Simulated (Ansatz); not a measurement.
# Si2W (I4/mmm) under biaxial strain in the (001) plane, that of a and b, part 2 of 2

Aim: how do the optical modes of Si2W (I4/mmm) shift and split under this strain?

Ansatz 0.2.0; DFT PBEsol, scalar-relativistic, plane waves, PAW; PAW set soft_1.

So far. Step 3 (Tight relaxation): The largest force component left is 0.18 meV/Å and the pressure is 0.000 GPa, within the tolerances set. The cell now holds 13.36 Å³/atom.

**4. Zone-centre response at rest**

Phonons follow from the second derivative of the energy, found here by linear response.

The modes at rest are the reference of the series.

The input, input.yaml:

```yaml
crystal:
  lattice:
    - [-1.6014718129, 1.6014718129, 3.9079583359]
    - [1.6014718129, -1.6014718129, 3.9079583359]
    - [1.6014718129, 1.6014718129, -3.9079583359]
  atoms:
    - { symbol: Si, position: [0.3345353614, 0.3345353614, 0.0] }
    - { symbol: Si, position: [0.6654646386, 0.6654646386, 0.0] }
    - { symbol: W, position: [0.0, 0.0, 0.0] }
kpoints:
  mp_grid: { grid: [20, 20, 20] }
hamiltonian:
  xc: pbesol
  pseudopotentials: { kind: paw, azcp: { folder: soft_1 }, xc_functional: pbe }
scf:
  occupations: { method: methfessel_paxton, width: 0.2 }
output:
  eigenvalues: true
phonons:
  method: dfpt
```

Started as:

```
ansatz run input.yaml --threads 4 --pin off --max-ram 10240MiB --backend cpu --events-out ev --progress --plain --runs-dir out
```

Numbers of over 12 decimals in the logs are rounded to 6 here.

Output:

```text
zone centre: on kpoints.mp_grid the ground state, and the responses unless they are solved on pairs of k-points, stand on 1166 of the mesh's 8000 k-points, reduced under 4 symmetry operations, with k and −k counted as one. Each operation leaves every solved displacement unchanged or reverses it
[...]
Crystal: 3 atoms, lattice volume = 40.091 Å³
Basis set: ecut = 420 eV, 769 PW (Γ), exchange–correlation on 64×64×64 points (8 copies of the dense FFT grid, shifted against one another)
Bands: 15, of which v1, the nominal top of the filled ones, is band 11 counted from 1 (10 counted from 0)
Symmetry: 16 space group operations
k-points: 1166 of 8000 (irreducible under 4 space group operations, time reversal used)
[...]
SCF iter   1: F=—  HF=-11502.241113 eV  |F-HF|=—  |Δ(HF+E_count)|=         —  Δρ=4.97e-2  dr2=9.78e-1  ethr=3.10e-3  ⟨swp⟩=5.3  Hψ=101972  notcnv=0
[...]
SCF iter   9: F=-11501.910907 eV  HF=-11501.910907 eV  |F-HF|=1.82e-12  |Δ(HF+E_count)|=  3.64e-12  S|Δr|=    0.00e0  Δρ=3.08e-8  dr2=5.39e-13  ethr=1.00e-12  ⟨swp⟩=5.2  Hψ=72977  notcnv=0
SCF 1 converged in 9 iterations: F = -11501.910907 eV  dr2 = 5.39e-13
[...]
DFPT response loops at Γ: preconditioner auto → Kerker (q_TF=auto, 2.469 Å⁻¹) (partly filled bands, converged f_vac=0.000); β = 1.00, the filter's whole step (`scf.mixing.beta` (0.50) is not read by the response loops under this deck's `scf.mixing.preconditioner`; to damp them name `kerker` or `kerker_dos`, under which they read `scf.mixing.beta`, and type it under 1.00, their step now; both keys bind the ground state too); Broyden in place of MSR1
SCF converged after 9 iterations
[...]
Free energy (F): -11501.910907 eV
[...]
Internal energy: -11501.911976 eV  (E = F + TS)
E sigma→0 (E₀):  -11501.911174 eV
Entropy (-TS):   0.001069 eV (0.356 meV/atom)
Fermi energy:    16.699239 eV
[...]
--- Band table (eV; the first three rows and the last of 1166) ---
  k-point 0: bands = [... 7 lower, 13.3200, 13.8545, 13.8545, 17.3462, 19.5383, 19.5972, 19.8483, 19.8483]
  k-point 1: bands = [... 7 lower, 13.3397, 13.6353, 14.1838, 16.9185, 19.4088, 19.8589, 19.9098, 19.9319]
  k-point 2: bands = [... 7 lower, 13.0952, 13.4011, 14.6684, 15.9504, 19.2005, 20.0757, 20.1148, 20.4343]
  k-point 1165: bands = [... 7 lower, 14.1012, 15.8995, 15.8995, 16.2048, 16.2048, 17.5248, 21.2373, 21.6898]
--- Phonons (Γ-DFPT): 4 representative perturbations + reference, on 1166 of 8000 k-points (Σ response iterations 12) ---
  k mesh reduced under 4 symmetry operations, with k and −k counted as one. Each operation leaves every solved displacement unchanged or reverses it
  ASR residual: 1.183e-5 → 0.000e0 eV/Å²; symmetrization residual: 1.644e-6 eV/Å²
  ASR residual per site (eV/Å²): 6.90e-6 6.90e-6 1.18e-5
  Γ frequencies (cm⁻¹): 0.00 0.00 0.00 262.19 262.19 305.43 341.06 341.06 449.04
  non-analytic LO–TO correction: not included (Born effective charges unavailable; polar crystals: no LO–TO splitting at Γ)
```

Elapsed: 98 s, on 4 threads of Arm Neoverse V1, shared host; peak memory 2.1 GiB.

In the SCF lines HF is the Harris–Foulkes energy and dr2 the Hartree energy of the density residual, in eV; the loop may stop once dr2 is under the threshold and the program's other checks hold. Hψ counts applications of the Hamiltonian.

This step gave:

| Item | Value |
| --- | --- |
| sum-rule residual before enforcement | 1.18e-5 eV/Å² |
| point group | 4/mmm |
| highest optical mode at the zone centre (no LO-TO term) | 449.0 cm⁻¹ |
| lowest optical zone-centre mode | 262.2 cm⁻¹ |

Patterns of degenerate modes are one choice out of their space. Modes at Γ, with each element's share of the kinetic energy:

```csv
mode,frequency (cm⁻¹),symmetry,Si %,W %
1,0.0,acoustic,23,77
2,0.0,acoustic,23,77
3,0.0,acoustic,23,77
4,262.2,Eu,77,23
5,262.2,Eu,77,23
6,305.4,A2u,77,23
7,341.1,Eg,100,0
8,341.1,Eg,100,0
9,449.0,A1g,100,0
```

Displacements in mode 4 (262.2 cm⁻¹), the largest set to 1:
```
Si1 -0.11  1.00  0.00
Si2 -0.11  1.00  0.00
W3   0.03 -0.31  0.00
```

Displacements in mode 6 (305.4 cm⁻¹), the largest set to 1:
```
Si1  0.00  0.00  1.00
Si2  0.00  0.00  1.00
W3   0.00  0.00 -0.31
```

Before it was imposed, the acoustic sum rule was missed by 1.2e-5 eV/Å². Small misses are needed for a sound result but don't prove that mesh and cutoff are converged. The lowest optical mode is real, 262 cm⁻¹.

**5. A member of the series: biaxial strain of +4 % in the (001) plane, that of a and b**

The cell takes a biaxial strain of +4 % in the (001) plane, that of a and b. The strained lengths are held, while the rest of the cell and the atoms relax.

input.yaml, the sections that differ from step 4:

```yaml
crystal:
  lattice:
    - [-1.6655306853, 1.6655306853, 3.8717279624]
    - [1.6655306853, -1.6655306853, 3.8717279624]
    - [1.6655306853, 1.6655306853, -3.8717279624]
  atoms:
    - { symbol: Si, position: [0.3350876947, 0.3350876947, 0.0] }
    - { symbol: Si, position: [0.6649123053, 0.6649123053, 0.0] }
    - { symbol: W, position: [0.0, 0.0, 0.0] }
  conventional_axes: [[0, 1, 1], [1, 0, 1], [1, 1, 0]]
output:
  forces: true
  stress: true
  eigenvalues: true
relax:
  adjacent_minimum: "off"
  f_tol: 0.001
  max_steps: 60
  cell: { stress_tol: 0.01, fix: [a, b, gamma] }
# kpoints, hamiltonian, scf: as in step 4
# phonons: removed
```

Output:

```text
[...]
Crystal: 3 atoms, lattice volume = 42.961 Å³
Basis set: ecut = 420 eV, 849 PW (Γ), exchange–correlation on 64×64×64 points (8 copies of the dense FFT grid, shifted against one another)
Bands: 15, of which v1, the nominal top of the filled ones, is band 11 counted from 1 (10 counted from 0)
Symmetry: 16 space group operations
[...]
k-points: 641 of 8000
[...]
--- Relaxed structure (5 steps of the walk, 5 accepted, 1 SCFs on fresh bases) ---
[...]
cell:  # Å, volume = 42.8470 Å³
    - [-1.6655306853, 1.6655306853, 3.861491]
    - [1.6655306853, -1.6655306853, 3.861491]
    - [1.6655306853, 1.6655306853, -3.861491]
  atoms:
    - { symbol: Si, position: [0.335240, 0.335240, 0] }
    - { symbol: Si, position: [0.664760, 0.664760, 0] }
    - { symbol: W, position: [0, 0, 0] }
[key lines of the parts left out:]
SCF converged after 4 iterations
Free energy (F): -11501.715847 eV
Fermi energy:    15.313792 eV
P = ⅓ Tr σ = -12.0322 GPa (-120.322 kbar)
```

The job ended after 40 s (4 threads; peak memory 0.68 GiB; 2.6 min of CPU time).

The steps of the relaxation:

```csv
step,energy less that of the first step (eV),largest force component (eV/Å),pressure (GPa),volume (Å³)
1,0.0000,0.0317,-12.63,42.96
2,-0.0005,0.0015,-11.82,42.81
3,-0.0006,0.0019,-12.03,42.85
4,-0.0006,0.0017,-12.03,42.85
5,-0.0006,0.0000,-12.03,42.85
6*,-0.0006,0.0000,-12.03,42.85
```

Relaxation steps marked * repeat the geometry before them on a plane-wave basis chosen anew for their cell, so energy and pressure can jump there.

The run keeps the 16 symmetry operations that it works with, so distortions that break them were not tested.

```csv
"conventional cell, symmetrised",before,after,change
a (Å),3.331,3.331,-0.0 %
b (Å),3.331,3.331,-0.0 %
c (Å),7.743,7.723,-0.3 %
volume (Å³/atom),14.32,14.28,-0.3 %
```

The relaxed structure:

```xyz
3
Lattice="-1.6655 1.6655 3.8615 1.6655 -1.6655 3.8615 1.6655 1.6655 -3.8615" Properties=species:S:1:pos:R:3 pbc="T T T"
Si    0.0000    0.0000    2.5890
Si    0.0000    0.0000    5.1339
W     0.0000    0.0000    0.0000
```

This step gave:

| Property | Result |
| --- | --- |
| pressure | -12.03 GPa |
| volume per atom | 14.28 Å³ |

The largest force component left is 0.038 meV/Å.

**6. Zone-centre modes of the member: biaxial strain of +4 % in the (001) plane, that of a and b**

The zone-centre modes follow for biaxial strain of +4 % in the (001) plane, that of a and b.

input.yaml, the sections that differ from step 5:

```yaml
crystal:
  lattice:
    - [-1.6655306853, 1.6655306853, 3.8614911842]
    - [1.6655306853, -1.6655306853, 3.8614911842]
    - [1.6655306853, 1.6655306853, -3.8614911842]
  atoms:
    - { symbol: Si, position: [0.3352395537, 0.3352395537, 0.0] }
    - { symbol: Si, position: [0.6647604463, 0.6647604463, 0.0] }
    - { symbol: W, position: [0.0, 0.0, 0.0] }
output:
  eigenvalues: true
phonons:
  method: dfpt
# kpoints, hamiltonian, scf: as in step 5
# relax: removed
```

Output:

```text
[...]
Crystal: 3 atoms, lattice volume = 42.847 Å³
Basis set: ecut = 420 eV, 849 PW (Γ), exchange–correlation on 64×64×64 points (8 copies of the dense FFT grid, shifted against one another)
Bands: 15, of which v1, the nominal top of the filled ones, is band 11 counted from 1 (10 counted from 0)
Symmetry: 16 space group operations
k-points: 1166 of 8000 (irreducible under 4 space group operations, time reversal used)
[...]
SCF iter   1: F=—  HF=-11502.092221 eV  |F-HF|=—  |Δ(HF+E_count)|=         —  Δρ=5.06e-2  dr2=1.20e0  ethr=3.10e-3  ⟨swp⟩=5.1  Hψ=100581  notcnv=0
[...]
SCF iter   9: F=-11501.715847 eV  HF=-11501.715847 eV  |F-HF|=3.64e-12  |Δ(HF+E_count)|=  2.55e-11  S|Δr|=    0.00e0  Δρ=3.42e-8  dr2=4.85e-13  ethr=1.00e-12  ⟨swp⟩=5.1  Hψ=69816  notcnv=0
the search or the solves at the SCF's close seem to have found levels that the self-consistency loop had missed (the run counts 4). By its estimate they hold under 1e-12 electrons; where the run keeps them, the occupations were computed again with them
SCF 1 converged in 9 iterations: F = -11501.715847 eV  dr2 = 4.85e-13
[...]
SCF converged after 9 iterations
[...]
Free energy (F): -11501.715847 eV
[...]
Internal energy: -11501.717584 eV  (E = F + TS)
E sigma→0 (E₀):  -11501.716281 eV
Entropy (-TS):   0.001737 eV (0.579 meV/atom)
Fermi energy:    15.313791 eV
[...]
--- Band table (eV; the first three rows and the last of 1166) ---
  k-point 0: bands = [... 7 lower, 12.4388, 12.5724, 12.5724, 15.7398, 17.6386, 18.0123, 18.0123, 18.5698]
  k-point 1: bands = [... 7 lower, 12.3946, 12.4468, 13.0999, 15.3434, 17.5349, 18.0409, 18.0757, 18.7834]
  k-point 2: bands = [... 7 lower, 11.9442, 12.4752, 13.6951, 14.4419, 17.3515, 18.1434, 18.2468, 19.2596]
  k-point 1165: bands = [... 7 lower, 12.8535, 14.3256, 14.3256, 15.0378, 15.0378, 15.9422, 19.9433, 20.5710]
[...]
ASR residual: 1.348e-5 → 0.000e0 eV/Å²; symmetrization residual: 1.426e-6 eV/Å²
  ASR residual per site (eV/Å²): 1.19e-5 1.19e-5 1.35e-5
  Γ frequencies (cm⁻¹): 0.00 0.00 0.00 211.37 211.37 286.11 286.11 294.40 452.08
[...]
```

Wall time 1.7 min (4 threads); peak memory 2.2 GiB; 6.6 min of CPU time.

This step gave:

```
sum-rule residual before enforcement                    : 1.35e-5 eV/Å²
highest optical mode at the zone centre (no LO-TO term) : 452.1 cm⁻¹
lowest optical zone-centre mode                         : 211.4 cm⁻¹
```

Patterns of degenerate modes are one choice out of their space. Modes at Γ, with each element's share of the kinetic energy:

```csv
mode,frequency (cm⁻¹),symmetry,Si %,W %
1,0.0,acoustic,23,77
2,0.0,acoustic,23,77
3,0.0,acoustic,23,77
4,211.4,Eu,77,23
5,211.4,Eu,77,23
6,286.1,Eg,100,0
7,286.1,Eg,100,0
8,294.4,A2u,77,23
9,452.1,A1g,100,0
```

Displacements in mode 5 (211.4 cm⁻¹), the largest set to 1:
```
Si1  0.00  1.00  0.00
Si2  0.00  1.00  0.00
W3   0.00 -0.31  0.00
```

Displacements in mode 8 (294.4 cm⁻¹), the largest set to 1:
```
Si1  0.00  0.00  1.00
Si2  0.00  0.00  1.00
W3   0.00  0.00 -0.31
```

The lowest optical mode is real, 211 cm⁻¹, and the highest lies at 452.1 cm⁻¹.

**7. A member of the series: biaxial strain of -4 % in the (001) plane, that of a and b**

The cell takes a biaxial strain of -4 % in the (001) plane, that of a and b. The strained lengths are held, while the rest of the cell and the atoms relax.

input.yaml, the sections that differ from step 6:

```yaml
crystal:
  lattice:
    - [-1.5374129405, 1.5374129405, 3.9576253841]
    - [1.5374129405, -1.5374129405, 3.9576253841]
    - [1.5374129405, 1.5374129405, -3.9576253841]
  atoms:
    - { symbol: Si, position: [0.3336698446, 0.3336698446, 0.0] }
    - { symbol: Si, position: [0.6663301554, 0.6663301554, 0.0] }
    - { symbol: W, position: [0.0, 0.0, 0.0] }
  conventional_axes: [[0, 1, 1], [1, 0, 1], [1, 1, 0]]
output:
  forces: true
  stress: true
  eigenvalues: true
relax:
  adjacent_minimum: "off"
  f_tol: 0.001
  max_steps: 60
  cell: { stress_tol: 0.01, fix: [a, b, gamma] }
# kpoints, hamiltonian, scf: as in step 6
# phonons: removed
```

Output:

```text
[...]
--- Relaxed structure (4 steps of the walk, 4 accepted, 1 SCFs on fresh bases) ---
[...]
cell:  # Å, volume = 37.6193 Å³
    - [-1.5374129405, 1.5374129405, 3.978965]
    - [1.5374129405, -1.5374129405, 3.978965]
    - [1.5374129405, 1.5374129405, -3.978965]
  atoms:
    - { symbol: Si, position: [0.333293, 0.333293, 0] }
    - { symbol: Si, position: [0.666707, 0.666707, 0] }
    - { symbol: W, position: [0, 0, 0] }
[key lines of the parts left out:]
SCF converged after 5 iterations
Free energy (F): -11501.679970 eV
Fermi energy:    18.115834 eV
P = ⅓ Tr σ = 16.2664 GPa (162.664 kbar)
```

It took 25 s on 4 threads; peak memory 0.62 GiB; 98 s of CPU time.

The steps of the relaxation:

```csv
step,energy less that of the first step (eV),largest force component (eV/Å),pressure (GPa),volume (Å³)
1,0.0000,0.0758,17.99,37.42
2,-0.0020,0.0056,15.93,37.66
3,-0.0021,0.0066,16.25,37.62
4,-0.0021,0.0000,16.27,37.62
5*,-0.0021,0.0000,16.27,37.62
```

Relaxation steps marked * repeat the geometry before them on a plane-wave basis chosen anew for their cell, so energy and pressure can jump there.

The run keeps the 16 symmetry operations that it works with, so distortions that break them were not tested.

```csv
"conventional cell, symmetrised",before,after,change
a (Å),3.075,3.075,+0.0 %
b (Å),3.075,3.075,+0.0 %
c (Å),7.915,7.958,+0.5 %
volume (Å³/atom),12.47,12.54,+0.5 %
```

The relaxed structure:

```cif
data_structure
_symmetry_space_group_name_H-M 'P 1'
_symmetry_Int_Tables_number 1
_cell_length_a 4.5343
_cell_length_b 4.5343
_cell_length_c 4.5343
_cell_angle_alpha 140.360
_cell_angle_beta 140.360
_cell_angle_gamma 57.307
_cell_volume 37.62
loop_
_atom_site_label
_atom_site_type_symbol
_atom_site_fract_x
_atom_site_fract_y
_atom_site_fract_z
_atom_site_occupancy
Si1 Si 0.33329 0.33329 0.00000 1
Si2 Si 0.66671 0.66671 0.00000 1
W3 W 0.00000 0.00000 0.00000 1
```

Numbers from this step:

```
pressure        : 16.27 GPa
volume per atom : 12.54 Å³
```

The largest force component left is 0.016 meV/Å.

**8. Modes of this member: biaxial strain of -4 % in the (001) plane, that of a and b**

The zone-centre modes follow for biaxial strain of -4 % in the (001) plane, that of a and b.

input.yaml, the sections that differ from step 7:

```yaml
crystal:
  lattice:
    - [-1.5374129405, 1.5374129405, 3.9789653403]
    - [1.5374129405, -1.5374129405, 3.9789653403]
    - [1.5374129405, 1.5374129405, -3.9789653403]
  atoms:
    - { symbol: Si, position: [0.3332930141, 0.3332930141, 0.0] }
    - { symbol: Si, position: [0.6667069859, 0.6667069859, 0.0] }
    - { symbol: W, position: [0.0, 0.0, 0.0] }
output:
  eigenvalues: true
phonons:
  method: dfpt
# kpoints, hamiltonian, scf: as in step 7
# relax: removed
```

Output:

```text
[...]
Crystal: 3 atoms, lattice volume = 37.619 Å³
Basis set: ecut = 420 eV, 761 PW (Γ), exchange–correlation on 64×64×64 points (8 copies of the dense FFT grid, shifted against one another)
Bands: 15, of which v1, the nominal top of the filled ones, is band 11 counted from 1 (10 counted from 0)
Symmetry: 16 space group operations
k-points: 1166 of 8000 (irreducible under 4 space group operations, time reversal used)
[...]
k-point 2: bands = [... 7 lower, 14.3111, 14.3472, 15.7455, 17.6027, 21.0995, 21.6184, 22.0415, 22.2344]
  k-point 1165: bands = [... 7 lower, 15.1596, 17.4095, 17.4095, 17.5770, 17.5770, 19.2528, 21.6889, 23.4860]
[...]
ASR residual: 9.092e-6 → 0.000e0 eV/Å²; symmetrization residual: 7.289e-7 eV/Å²
  ASR residual per site (eV/Å²): 5.56e-6 5.56e-6 9.09e-6
  Γ frequencies (cm⁻¹): 0.00 0.00 0.00 304.75 304.75 314.78 391.48 391.48 440.07
[...]
[key lines of the parts left out:]
SCF converged after 9 iterations
Free energy (F): -11501.679970 eV
Fermi energy:    18.115834 eV
```

It took 95 s on 4 threads; peak memory 2 GiB.

Numbers from this step:

* sum-rule residual before enforcement: 9.09e-6 eV/Å²
* highest optical mode at the zone centre (no LO-TO term): 440.1 cm⁻¹
* lowest optical zone-centre mode: 304.8 cm⁻¹

Patterns of degenerate modes are one choice out of their space. The modes at Γ (shares of kinetic energy by element, %):

```csv
mode,frequency (cm⁻¹),symmetry,Si %,W %
1,0.0,acoustic,23,77
2,0.0,acoustic,23,77
3,0.0,acoustic,23,77
4,304.8,Eu,77,23
5,304.8,Eu,77,23
6,314.8,A2u,77,23
7,391.5,Eg,100,0
8,391.5,Eg,100,0
9,440.1,A1g,100,0
```

Displacements in mode 4 (304.8 cm⁻¹), the largest set to 1:
```
Si1  0.00  1.00  0.00
Si2  0.00  1.00  0.00
W3   0.00 -0.31  0.00
```

Displacements in mode 9 (440.1 cm⁻¹), the largest set to 1:
```
Si1  0.00  0.00  1.00
Si2  0.00  0.00 -1.00
W3   0.00  0.00  0.00
```

The lowest optical mode is real, 305 cm⁻¹, and the highest lies at 440.1 cm⁻¹.

**9. All members side by side**

The members are set side by side, also those not shown above.

Stress is positive in compression; energies are extrapolated to zero smearing, and E0 is that at rest; the edges not held and the atoms are relaxed in each cell; all runs use 20×20×20 k points and Methfessel-Paxton smearing of 0.2 eV. State of the crystal along the series:

```csv
strain (%),in-plane stress (GPa),free strain along c (%),E - E0 (meV/atom)
-4,24.4,1.817,77
-3,17.78,1.271,42.58
-2,11.48,0.7934,18.58
-1,5.544,0.3736,4.56
0,-1.41e-4,0,0
1,-5.133,-0.3372,4.343
2,-9.848,-0.6446,17.01
3,-14.15,-0.9271,37.41
4,-18.05,-1.189,64.96
```

Optical modes are counted from below at rest and tracked from member to member by their patterns, and modes that stay within 0.3 cm⁻¹ of each other stand once; labels, where given, are those at rest; the edges not held and the atoms are relaxed in each cell; all runs use 20×20×20 k points and Methfessel-Paxton smearing of 0.2 eV. Optical modes along the series:

```csv
strain (%),optical mode 1 Eu (cm⁻¹),optical mode 2 A2u (cm⁻¹),optical mode 3 Eg (cm⁻¹),optical mode 4 A1g (cm⁻¹)
-4,304.8,314.8,391.5,440.1
-3,295.2,312.9,379.4,441.2
-2,284.8,310.6,367,444.3
-1,273.8,308.1,354.2,447.1
0,262.2,305.4,341.1,449
1,250.1,302.7,327.7,450.3
2,237.6,299.9,314.1,451.2
3,224.7,297.1,300.2,451.8
4,211.4,294.4,286.1,452.1
```

Value and slope at zero strain of a cubic (a lower polynomial where under five rows exist) through the rows within 2 % of rest. Slopes at rest:

```csv
mode,frequency (cm⁻¹),shift per percent of strain (cm⁻¹),shift per GPa of compressive stress (cm⁻¹)
optical mode 1 Eu,262.2,-11.86,2.22
optical mode 2 A2u,305.4,-2.72,0.51
optical mode 3 Eg,341.1,-13.25,2.48
optical mode 4 A1g,449,1.6,-0.3
```

**10. Results**

| Property | Result |
| --- | --- |
| members | 9 |
| highest optical mode at the zone centre (no LO-TO term), at rest | 449.0 cm⁻¹ |
| biaxial modulus in the (001) plane, that of a and b | 534 GPa |
| optical mode 1 Eu, shift per percent | -11.86 cm⁻¹ |
| optical mode 2 A2u, shift per percent | -2.72 cm⁻¹ |
| optical mode 3 Eg, shift per percent | -13.25 cm⁻¹ |
| optical mode 4 A1g, shift per percent | 1.60 cm⁻¹ |

The stress changes by 5.34 GPa for each percent, a biaxial modulus of 534 GPa in the (001) plane, that of a and b. For each percent the free edge responds with -0.35 %. Within 2 % of rest optical mode 4 A1g bends away from a straight line, so a single slope holds only near rest. The fastest shift in the table of slopes is -13.2 cm⁻¹ for each percent (optical mode 3 Eg), or 2.5 cm⁻¹ for each GPa of compressive stress. For small strain, the measured shift of a line that Raman or infrared light can see, divided by its slope, estimates the stress, if the state of stress is of this kind. These are harmonic frequencies at zero temperature: anharmonic shifts, linewidths and thermal expansion are left out. Spin-orbit coupling is left out, which can matter for the heavy elements here. With no gap, or one that is small against the smearing, the frequencies hang on the k mesh and the smearing, most of all near Kohn anomalies. The PAW files were made for PBE; the program adapts parts of them to the functional of the run, but their partial waves stay those of PBE, an approximation that was not tested in this session. Only the zone centre was solved, so an instability at another wavevector cannot show here.

[Logs are printed without paths, hosts, clocks, repeated set-up lines and the standing remarks that a program may print on its own settings, such as how far it seeks lower states.]

[Hosts, paths, dates, database ids (printed as entryN), source tags and the programs' standing remarks are cut or masked in the printed files.]
